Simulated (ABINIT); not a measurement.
# Li2H6Pt (Fm-3m): making up for missing bands, part 2 of 2

Can a closure trick stand in for empty bands in GW on Li2H6Pt (Fm-3m)?

ABINIT 10.8.3; LDA and many-body steps on it, plane waves. Known limits of the many-body steps: short of the basis limit; no spin polarisation; d states lean on the start; no spin-orbit coupling.

So far. Step 3 (Screening, 4×4×4 mesh, 70 bands, screening to 122.5 eV): Local fields lower ε∞ by 18 %. Step 4 (70 bands): The gap on the mesh goes from 2.76 eV to 4.78 eV, a correction of +2.03 eV.

### Step 6. 23 bands

This step: G0W0 on LDA, plane waves, norm-conserving pseudopotentials.

run.abi

```
acell 3*1.0 Angstrom
rprim 
  0.000000000000 3.324927160000 3.324927160000
  3.324927160000 0.000000000000 3.324927160000
  3.324927160000 3.324927160000 0.000000000000
ntypat 3
znucl 3 1 78
natom 9
typat 1 1 2 2 2 2 2 2 3
xred 
  0.750000000000 0.750000000000 0.750000000000
  0.250000000000 0.250000000000 0.250000000000
  0.754787880000 0.754787880000 0.245212120000
  0.245212120000 0.754787880000 0.245212120000
  0.754787880000 0.245212120000 0.245212120000
  0.245212120000 0.245212120000 0.754787880000
  0.754787880000 0.245212120000 0.754787880000
  0.245212120000 0.754787880000 0.754787880000
  0.000000000000 0.000000000000 0.000000000000
pp_dirpath "pseudos"
pseudos "Li.upf, H.upf, Pt.upf"
ecut 34
ngkpt 4 4 4
nshiftk 1
shiftk 0 0 0
kptopt 1
chksymbreak 0
istwfk *1
occopt 1
irdwfk 1
optdriver 4
nband 23
gwcalctyp 0
ecutsigx 34
symsigma 1
nkptgw 3
kptgw 
  -0.2500000000 0.2500000000 0.0000000000
  0.5000000000 0.5000000000 0.0000000000
  0.0000000000 0.0000000000 0.0000000000
bdgw 
  14 17
  14 17
  13 19
ecuteps 4.5
irdscr 1
ppmodel 1
indata_prefix "in"
outdata_prefix "out"
tmpdata_prefix "tmp"
```

Started as:

```
> OMP_NUM_THREADS=1 mpirun -n 4 abinit run.abi > log
```

The log of the run:

```text
.Version 10.8.3 of ABINIT. v10.8.2 released Aug 2026.

 Symmetries : space group Fm -3 m (#225); Bravais cF (face-center cubic)
[... echo of the input left out ...]
== DATASET  1 ==================================================================
-   mpi_nproc: 4, omp_nthreads: 1 (-1 if OMP is not activated)

--- !DatasetInfo
iteration_state: {dtset: 1, }
dimensions: {natom: 9, nkpt: 8, mband: 23, nsppol: 1, nspinor: 1, nspden: 1, mpw: 4723, }
cutoff_energies: {ecut:  34.0, pawecutdg:  -1.0, }
electrons: {nelect:   3.00000000E+01, charge:   0.00000000E+00, occopt:   1.00000000E+00, tsmear:   1.00000000E-02, }

 SIGMA: Calculation of the GW corrections

 Based on a program developped by R.W. Godby, V. Olevano, G. Onida, and L. Reining.
 Incorporated in ABINIT by V. Olevano, G.-M. Rignanese, and M. Torrent.
.Using double precision arithmetic ; gwpc =  8

[... cell and pseudopotentials left out ...]
--------------------------------------------------------------------------------

 ==== K-mesh for the wavefunctions ====
 Number of points in the irreducible wedge :     8
[... list of points left out ...]
 Together with 48 symmetry operations and time-reversal symmetry
 yields    64 points in the full Brillouin Zone.

 ==== Q-mesh for screening function ====
 Number of points in the irreducible wedge :     8
[... list of points left out ...]
 Together with 48 symmetry operations and time-reversal symmetry
 yields    64 points in the full Brillouin Zone.

 vcoul_init : cutoff-mode = AUXILIARY_FUNCTION
 q-points for optical limit:   1
     1)      0.000010    0.000020    0.000030
 setmesh: FFT mesh size selected  =    48x   48x   48
          total number of points  =       110592

 Number of electrons calculated from density =   30.0000; Expected =   30.0000
[...]
number of plane-waves for wavefunctions          4693
 number of bands                                    23
 number of q-points in IBZ                           8
 number of frequencies                               2
 number of real frequencies                          1
 number of imag frequencies                          1

 matrix elements of self-energy operator (all in [eV])

 Perturbative Calculation

--- !SelfEnergy_ee
iteration_state: {dtset: 1, }
kpoint     : [  -0.250,    0.250,    0.000, ]
spin       : 1
KS_gap     :    5.309
QP_gap     :    7.624
Delta_QP_KS:    2.315
data: !SigmaeeData |
     Band     E0 <VxcDFT>   SigX SigC(E0)      Z dSigC/dE  Sig(E)    E-E0       E
       14   0.295 -14.786 -18.648   3.566   0.792  -0.263 -15.021  -0.235   0.060
       15   1.410 -12.321 -15.301   2.732   0.816  -0.225 -12.523  -0.202   1.208
       16   6.719 -12.843  -8.443  -1.858   0.831  -0.203 -10.730   2.113   8.832
[...]
--- !SelfEnergy_ee
iteration_state: {dtset: 1, }
kpoint     : [   0.500,    0.500,    0.000, ]
spin       : 1
KS_gap     :    4.334
QP_gap     :    6.692
Delta_QP_KS:    2.357
data: !SigmaeeData |
     Band     E0 <VxcDFT>   SigX SigC(E0)      Z dSigC/dE  Sig(E)    E-E0       E
[...]
--- !SelfEnergy_ee
iteration_state: {dtset: 1, }
kpoint     : [   0.000,    0.000,    0.000, ]
spin       : 1
KS_gap     :    6.656
QP_gap     :    9.542
Delta_QP_KS:    2.886
data: !SigmaeeData |
     Band     E0 <VxcDFT>   SigX SigC(E0)      Z dSigC/dE  Sig(E)    E-E0       E
[...]
18   8.657 -10.863  -6.051  -2.157   0.843  -0.187  -8.626   2.237  10.894
       19   8.657 -10.863  -6.051  -2.157   0.843  -0.187  -8.626   2.237  10.894

== END DATASET(S) ==============================================================
================================================================================

 -outvars: echo values of variables after computation  --------
           etotal      0.0000000000E+00
            nband          23
             nkpt           8
          spgroup         225
 [... the other variables as echoed above ...]

 Calculation completed.
```

It took 15 s on 4 MPI ranks of Intel Xeon Platinum 8375C at 2.90GHz (Ice Lake), shared host; peak memory 0.99 GiB.

Read from the output:

- G0W0 gap on the mesh: 4.895 eV
- starting gap on the mesh: 2.758 eV
- k of the valence top: -0.25, 0.25, 0
- k of the conduction bottom: 0.5, 0.5, 0
- Z at the valence top: 0.816
- Z at the conduction bottom: 0.83
- least direct G0W0 gap on the computed points: 6.691 eV

Against G0W0 in ABINIT (4×4×4 mesh, 70 bands, screening to 122.5 eV, Godby-Needs plasmon pole), the gap moves by +0.112 eV.

### Step 7. Screening, 4×4×4 mesh, 23 bands, screening to 122.5 eV

This step: RPA screening on LDA, plane waves, norm-conserving pseudopotentials.

Changes to run.abi since step 6:

```diff
@@ -30,19 +30,10 @@
 irdwfk 1
-optdriver 4
+optdriver 3
 nband 23
-gwcalctyp 0
-ecutsigx 34
-symsigma 1
-nkptgw 3
-kptgw 
-  -0.2500000000 0.2500000000 0.0000000000
-  0.5000000000 0.5000000000 0.0000000000
-  0.0000000000 0.0000000000 0.0000000000
-bdgw 
-  14 17
-  14 17
-  13 19
 ecuteps 4.5
-irdscr 1
-ppmodel 1
+inclvkb 2
+awtr 1
+symchi 1
+gwcomp 1
+gwencomp 2
 indata_prefix "in"
```

The log of the run:

```text
.Version 10.8.3 of ABINIT. v10.8.2 released Aug 2026.

 Symmetries : space group Fm -3 m (#225); Bravais cF (face-center cubic)
[... echo of the input left out ...]
== DATASET  1 ==================================================================
-   mpi_nproc: 4, omp_nthreads: 1 (-1 if OMP is not activated)

--- !DatasetInfo
iteration_state: {dtset: 1, }
dimensions: {natom: 9, nkpt: 8, mband: 23, nsppol: 1, nspinor: 1, nspden: 1, mpw: 4723, }
cutoff_energies: {ecut:  34.0, pawecutdg:  -1.0, }
[...]
--------------------------------------------------------------------------------
[... chi0 elements left out ...]
 For q-point:  0.000010 0.000020 0.000030
  dielectric constant =   4.1109
  dielectric constant without local fields =   4.8025

  Average fulfillment of the sum rule on Im[epsilon] for q-point    1 :    147.27  [%]
[... wings left out ...]
  q-point number  2        q = ( 0.250000, 0.000000, 0.000000) [r.l.u.]
--------------------------------------------------------------------------------
[... chi0 elements left out ...]
  Average fulfillment of the sum rule on Im[epsilon] for q-point    2 :    163.51  [%]

 [... 6 further q-points ...]
```

Run time: 40 s. Hardware: 4 MPI ranks; peak memory 1.1 GiB.

Read from the output:

- ε∞ with local fields, on this mesh: 4.111
- ε∞ without local fields, on this mesh: 4.803
- plasma frequency: 23.72 eV
- plane waves in the screening matrix: 259

### Step 8. 23 bands, completed

This step: G0W0 on LDA, plane waves, norm-conserving pseudopotentials.

Changes to run.abi since step 7:

```diff
@@ -30,8 +30,19 @@
 irdwfk 1
-optdriver 3
+optdriver 4
 nband 23
+gwcalctyp 0
+ecutsigx 34
+symsigma 1
+nkptgw 3
+kptgw 
+  -0.2500000000 0.2500000000 0.0000000000
+  0.5000000000 0.5000000000 0.0000000000
+  0.0000000000 0.0000000000 0.0000000000
+bdgw 
+  14 17
+  14 17
+  13 19
 ecuteps 4.5
-inclvkb 2
-awtr 1
-symchi 1
+irdscr 1
+ppmodel 1
 gwcomp 1
```

The log of the run:

```text
.Version 10.8.3 of ABINIT. v10.8.2 released Aug 2026.

 Symmetries : space group Fm -3 m (#225); Bravais cF (face-center cubic)
[... echo of the input left out ...]
== DATASET  1 ==================================================================
-   mpi_nproc: 4, omp_nthreads: 1 (-1 if OMP is not activated)

--- !DatasetInfo
iteration_state: {dtset: 1, }
dimensions: {natom: 9, nkpt: 8, mband: 23, nsppol: 1, nspinor: 1, nspden: 1, mpw: 4723, }
cutoff_energies: {ecut:  34.0, pawecutdg:  -1.0, }
[...]
Band     E0 <VxcDFT>   SigX SigC(E0)      Z dSigC/dE  Sig(E)    E-E0       E
[...]
18   8.657 -10.863  -6.051  -3.078   0.855  -0.169  -9.380   1.483  10.140
       19   8.657 -10.863  -6.051  -3.078   0.855  -0.169  -9.380   1.483  10.140

== END DATASET(S) ==============================================================
================================================================================

 -outvars: echo values of variables after computation  --------
           etotal      0.0000000000E+00
            nband          23
             nkpt           8
          spgroup         225
 [... the other variables as echoed above ...]

 Calculation completed.
```

The job ended after 11 s (4 MPI ranks; peak memory 1.1 GiB).

This step gave:

```
G0W0 gap on the mesh                         : 4.822 eV
starting gap on the mesh                     : 2.758 eV
k of the valence top                         : -0.25, 0.25, 0
k of the conduction bottom                   : 0.5, 0.5, 0
least direct G0W0 gap on the computed points : 6.535 eV
```

Against G0W0 in ABINIT (4×4×4 mesh, 70 bands, screening to 122.5 eV, Godby-Needs plasmon pole), the gap moves by +0.039 eV.

### Step 9. Screening, 4×4×4 mesh, 34 bands, screening to 122.5 eV

This step: RPA screening on LDA, plane waves, norm-conserving pseudopotentials.

Changes to run.abi since step 8:

```diff
@@ -30,21 +30,8 @@
 irdwfk 1
-optdriver 4
-nband 23
-gwcalctyp 0
-ecutsigx 34
-symsigma 1
-nkptgw 3
-kptgw 
-  -0.2500000000 0.2500000000 0.0000000000
-  0.5000000000 0.5000000000 0.0000000000
-  0.0000000000 0.0000000000 0.0000000000
-bdgw 
-  14 17
-  14 17
-  13 19
+optdriver 3
+nband 34
 ecuteps 4.5
-irdscr 1
-ppmodel 1
-gwcomp 1
-gwencomp 2
+inclvkb 2
+awtr 1
+symchi 1
 indata_prefix "in"
```

The log of the run:

```text
.Version 10.8.3 of ABINIT. v10.8.2 released Aug 2026.

 Symmetries : space group Fm -3 m (#225); Bravais cF (face-center cubic)
[... echo of the input left out ...]
== DATASET  1 ==================================================================
-   mpi_nproc: 4, omp_nthreads: 1 (-1 if OMP is not activated)

--- !DatasetInfo
iteration_state: {dtset: 1, }
dimensions: {natom: 9, nkpt: 8, mband: 34, nsppol: 1, nspinor: 1, nspden: 1, mpw: 4723, }
cutoff_energies: {ecut:  34.0, pawecutdg:  -1.0, }
[...]
--------------------------------------------------------------------------------
[... chi0 elements left out ...]
 For q-point:  0.000010 0.000020 0.000030
  dielectric constant =   4.1841
  dielectric constant without local fields =   5.0610

  Average fulfillment of the sum rule on Im[epsilon] for q-point    1 :     26.61  [%]
[... wings left out ...]
  q-point number  2        q = ( 0.250000, 0.000000, 0.000000) [r.l.u.]
--------------------------------------------------------------------------------
[... chi0 elements left out ...]
  Average fulfillment of the sum rule on Im[epsilon] for q-point    2 :     47.44  [%]

 [... 6 further q-points ...]
```

Wall time 12 s (4 MPI ranks); peak memory 0.86 GiB; 46 s of CPU time.

Numbers from this step:

| Quantity | Value |
| --- | --- |
| ε∞ with local fields, on this mesh | 4.184 |
| ε∞ without local fields, on this mesh | 5.061 |
| plasma frequency | 23.72 eV |
| plane waves in the screening matrix | 259 |

### Step 10. 34 bands

This step: G0W0 on LDA, plane waves, norm-conserving pseudopotentials.

Changes to run.abi since step 9:

```diff
@@ -30,8 +30,19 @@
 irdwfk 1
-optdriver 3
+optdriver 4
 nband 34
+gwcalctyp 0
+ecutsigx 34
+symsigma 1
+nkptgw 3
+kptgw 
+  -0.2500000000 0.2500000000 0.0000000000
+  0.5000000000 0.5000000000 0.0000000000
+  0.0000000000 0.0000000000 0.0000000000
+bdgw 
+  14 17
+  14 17
+  13 19
 ecuteps 4.5
-inclvkb 2
-awtr 1
-symchi 1
+irdscr 1
+ppmodel 1
 indata_prefix "in"
```

The log of the run:

```text
.Version 10.8.3 of ABINIT. v10.8.2 released Aug 2026.

 Symmetries : space group Fm -3 m (#225); Bravais cF (face-center cubic)
[... echo of the input left out ...]
== DATASET  1 ==================================================================
-   mpi_nproc: 4, omp_nthreads: 1 (-1 if OMP is not activated)

--- !DatasetInfo
iteration_state: {dtset: 1, }
dimensions: {natom: 9, nkpt: 8, mband: 34, nsppol: 1, nspinor: 1, nspden: 1, mpw: 4723, }
cutoff_energies: {ecut:  34.0, pawecutdg:  -1.0, }
[...]
Band     E0 <VxcDFT>   SigX SigC(E0)      Z dSigC/dE  Sig(E)    E-E0       E
[...]
18   8.657 -10.863  -6.051  -2.753   0.836  -0.196  -9.142   1.721  10.378
       19   8.657 -10.863  -6.051  -2.753   0.836  -0.196  -9.142   1.721  10.378

== END DATASET(S) ==============================================================
================================================================================

 -outvars: echo values of variables after computation  --------
           etotal      0.0000000000E+00
            nband          34
             nkpt           8
          spgroup         225
 [... the other variables as echoed above ...]

 Calculation completed.
```

The job ended after 10 s (4 MPI ranks; peak memory 1 GiB; 40 s of CPU time).

Numbers from this step:

| Quantity | Value |
| --- | --- |
| G0W0 gap on the mesh | 4.715 eV |
| starting gap on the mesh | 2.758 eV |
| k of the valence top | -0.25, 0.25, 0 |
| k of the conduction bottom | 0.5, 0.5, 0 |
| least direct G0W0 gap on the computed points | 6.491 eV |

Against G0W0 in ABINIT (4×4×4 mesh, 70 bands, screening to 122.5 eV, Godby-Needs plasmon pole), the gap moves by −0.068 eV.

### Step 11. Screening, 4×4×4 mesh, 34 bands, screening to 122.5 eV

This step: RPA screening on LDA, plane waves, norm-conserving pseudopotentials.

Changes to run.abi since step 10:

```diff
@@ -30,19 +30,10 @@
 irdwfk 1
-optdriver 4
+optdriver 3
 nband 34
-gwcalctyp 0
-ecutsigx 34
-symsigma 1
-nkptgw 3
-kptgw 
-  -0.2500000000 0.2500000000 0.0000000000
-  0.5000000000 0.5000000000 0.0000000000
-  0.0000000000 0.0000000000 0.0000000000
-bdgw 
-  14 17
-  14 17
-  13 19
 ecuteps 4.5
-irdscr 1
-ppmodel 1
+inclvkb 2
+awtr 1
+symchi 1
+gwcomp 1
+gwencomp 2
 indata_prefix "in"
```

The log of the run:

```text
.Version 10.8.3 of ABINIT. v10.8.2 released Aug 2026.

 Symmetries : space group Fm -3 m (#225); Bravais cF (face-center cubic)
[... echo of the input left out ...]
== DATASET  1 ==================================================================
-   mpi_nproc: 4, omp_nthreads: 1 (-1 if OMP is not activated)

--- !DatasetInfo
iteration_state: {dtset: 1, }
dimensions: {natom: 9, nkpt: 8, mband: 34, nsppol: 1, nspinor: 1, nspden: 1, mpw: 4723, }
cutoff_energies: {ecut:  34.0, pawecutdg:  -1.0, }
[...]
--------------------------------------------------------------------------------
[... chi0 elements left out ...]
 For q-point:  0.000010 0.000020 0.000030
  dielectric constant =   4.2199
  dielectric constant without local fields =   5.0610

  Average fulfillment of the sum rule on Im[epsilon] for q-point    1 :    136.13  [%]
[... wings left out ...]
  q-point number  2        q = ( 0.250000, 0.000000, 0.000000) [r.l.u.]
--------------------------------------------------------------------------------
[... chi0 elements left out ...]
  Average fulfillment of the sum rule on Im[epsilon] for q-point    2 :    135.86  [%]

 [... 6 further q-points ...]
```

Run time: 32 s. Hardware: 4 MPI ranks; peak memory 1 GiB.

Read from the output:

* ε∞ with local fields, on this mesh: 4.220
* ε∞ without local fields, on this mesh: 5.061
* plasma frequency: 23.72 eV
* plane waves in the screening matrix: 259

### Step 12. 34 bands, completed

This step: G0W0 on LDA, plane waves, norm-conserving pseudopotentials.

Changes to run.abi since step 11:

```diff
@@ -30,8 +30,19 @@
 irdwfk 1
-optdriver 3
+optdriver 4
 nband 34
+gwcalctyp 0
+ecutsigx 34
+symsigma 1
+nkptgw 3
+kptgw 
+  -0.2500000000 0.2500000000 0.0000000000
+  0.5000000000 0.5000000000 0.0000000000
+  0.0000000000 0.0000000000 0.0000000000
+bdgw 
+  14 17
+  14 17
+  13 19
 ecuteps 4.5
-inclvkb 2
-awtr 1
-symchi 1
+irdscr 1
+ppmodel 1
 gwcomp 1
```

The log of the run:

```text
.Version 10.8.3 of ABINIT. v10.8.2 released Aug 2026.

 Symmetries : space group Fm -3 m (#225); Bravais cF (face-center cubic)
[... echo of the input left out ...]
== DATASET  1 ==================================================================
-   mpi_nproc: 4, omp_nthreads: 1 (-1 if OMP is not activated)

--- !DatasetInfo
iteration_state: {dtset: 1, }
dimensions: {natom: 9, nkpt: 8, mband: 34, nsppol: 1, nspinor: 1, nspden: 1, mpw: 4723, }
cutoff_energies: {ecut:  34.0, pawecutdg:  -1.0, }
[...]
Band     E0 <VxcDFT>   SigX SigC(E0)      Z dSigC/dE  Sig(E)    E-E0       E
[...]
18   8.657 -10.863  -6.051  -3.461   0.841  -0.189  -9.727   1.136   9.793
       19   8.657 -10.863  -6.051  -3.461   0.841  -0.189  -9.727   1.136   9.793

== END DATASET(S) ==============================================================
================================================================================

 -outvars: echo values of variables after computation  --------
           etotal      0.0000000000E+00
            nband          34
             nkpt           8
          spgroup         225
 [... the other variables as echoed above ...]

 Calculation completed.
```

It took 11 s on 4 MPI ranks; peak memory 1 GiB.

This step gave:

```yaml
g0w0_gap_on_the_mesh: 4.702 eV
starting_gap_on_the_mesh: 2.758 eV
k_of_the_valence_top: -0.25, 0.25, 0
k_of_the_conduction_bottom: 0.5, 0.5, 0
least_direct_g0w0_gap_on_the_computed_points: 6.386 eV
```

Against G0W0 in ABINIT (4×4×4 mesh, 70 bands, screening to 122.5 eV, Godby-Needs plasmon pole), the gap moves by −0.081 eV.

### Step 13. The runs together

Times are wall times on 4 MPI ranks of Intel Xeon Platinum 8375C at 2.90GHz (Ice Lake), shared host, good to a factor of about two. A run's time includes the screening step that it read.

| run | mesh | bands | screening cutoff (eV) | DFT gap (eV) | gap on the mesh (eV) | direct (eV) | ε∞ used | time |
| --- | --- | --- | --- | --- | --- | --- | --- | --- |
| 70 bands | 4×4×4 | 70 | 122.5 | 2.758 | 4.783 | 6.510 | 4.22 | 40 s |
| 23 bands | 4×4×4 | 23 | 122.5 | 2.758 | 4.895 | 6.691 | 4.05 | 25 s |
| 23 bands, completed | 4×4×4 | 23 | 122.5 | 2.758 | 4.822 | 6.535 | 4.11 | 51 s |
| 34 bands | 4×4×4 | 34 | 122.5 | 2.758 | 4.715 | 6.491 | 4.18 | 22 s |
| 34 bands, completed | 4×4×4 | 34 | 122.5 | 2.758 | 4.702 | 6.386 | 4.22 | 42 s |

### Step 14. What came out

```
70 bands            : 4.783 eV
23 bands            : 4.895 eV
23 bands, completed : 4.822 eV
34 bands            : 4.715 eV
34 bands, completed : 4.702 eV
```

In words: 23 bands: +0.112 eV against 70 bands. 23 bands, completed: +0.039 eV against 70 bands. 34 bands: −0.068 eV against 70 bands. 34 bands, completed: −0.081 eV against 70 bands. The row with most bands is itself short of the limit, so it is no exact reference, and agreement of a truncated run with it can be a cancellation between the edges. The runs have no spin polarisation. For a closed low-spin shell that is the natural state; where a d or f shell is open it is a constraint, and the gap is then not the crystal's own. With d states at the gap, one-shot GW leans hard on its start. The many-body steps are scalar-relativistic: spin-orbit coupling is not in them.

[Long decimals in the printed logs are rounded to 6 places.]

[Logs are printed without paths, hosts, clocks, repeated set-up lines and the standing remarks that a program may print on its own settings, such as how far it seeks lower states.]

[Paths, hosts, dates, memory and timing lines, banners, echoed tables and standing remarks are left out of the program output; an Ansatz launch command may be rebuilt from the run's recorded settings. Measured values are a selection of at most five: reports struck by readers or far from the other reports are left out. None is set beside runs whose start may be inverted or whose files or cutoffs have a known fault.]

[Runs of the session that timed out or met a known fault of the program may be left out.]

[Hosts, paths, dates, database ids (printed as entryN), source tags and the programs' standing remarks are cut or masked in the printed files.]

[G0W0 gaps are taken among the corrected bands and points alone; a level outside them can change the order at an edge.]

[Where Ansatz stands beside ABINIT at settings called matched, ABINIT's density can come from a denser mesh and the files from another edition; pairs whose starting gaps differed by over 0.03 eV were left out, so agreement reads better than it is.]
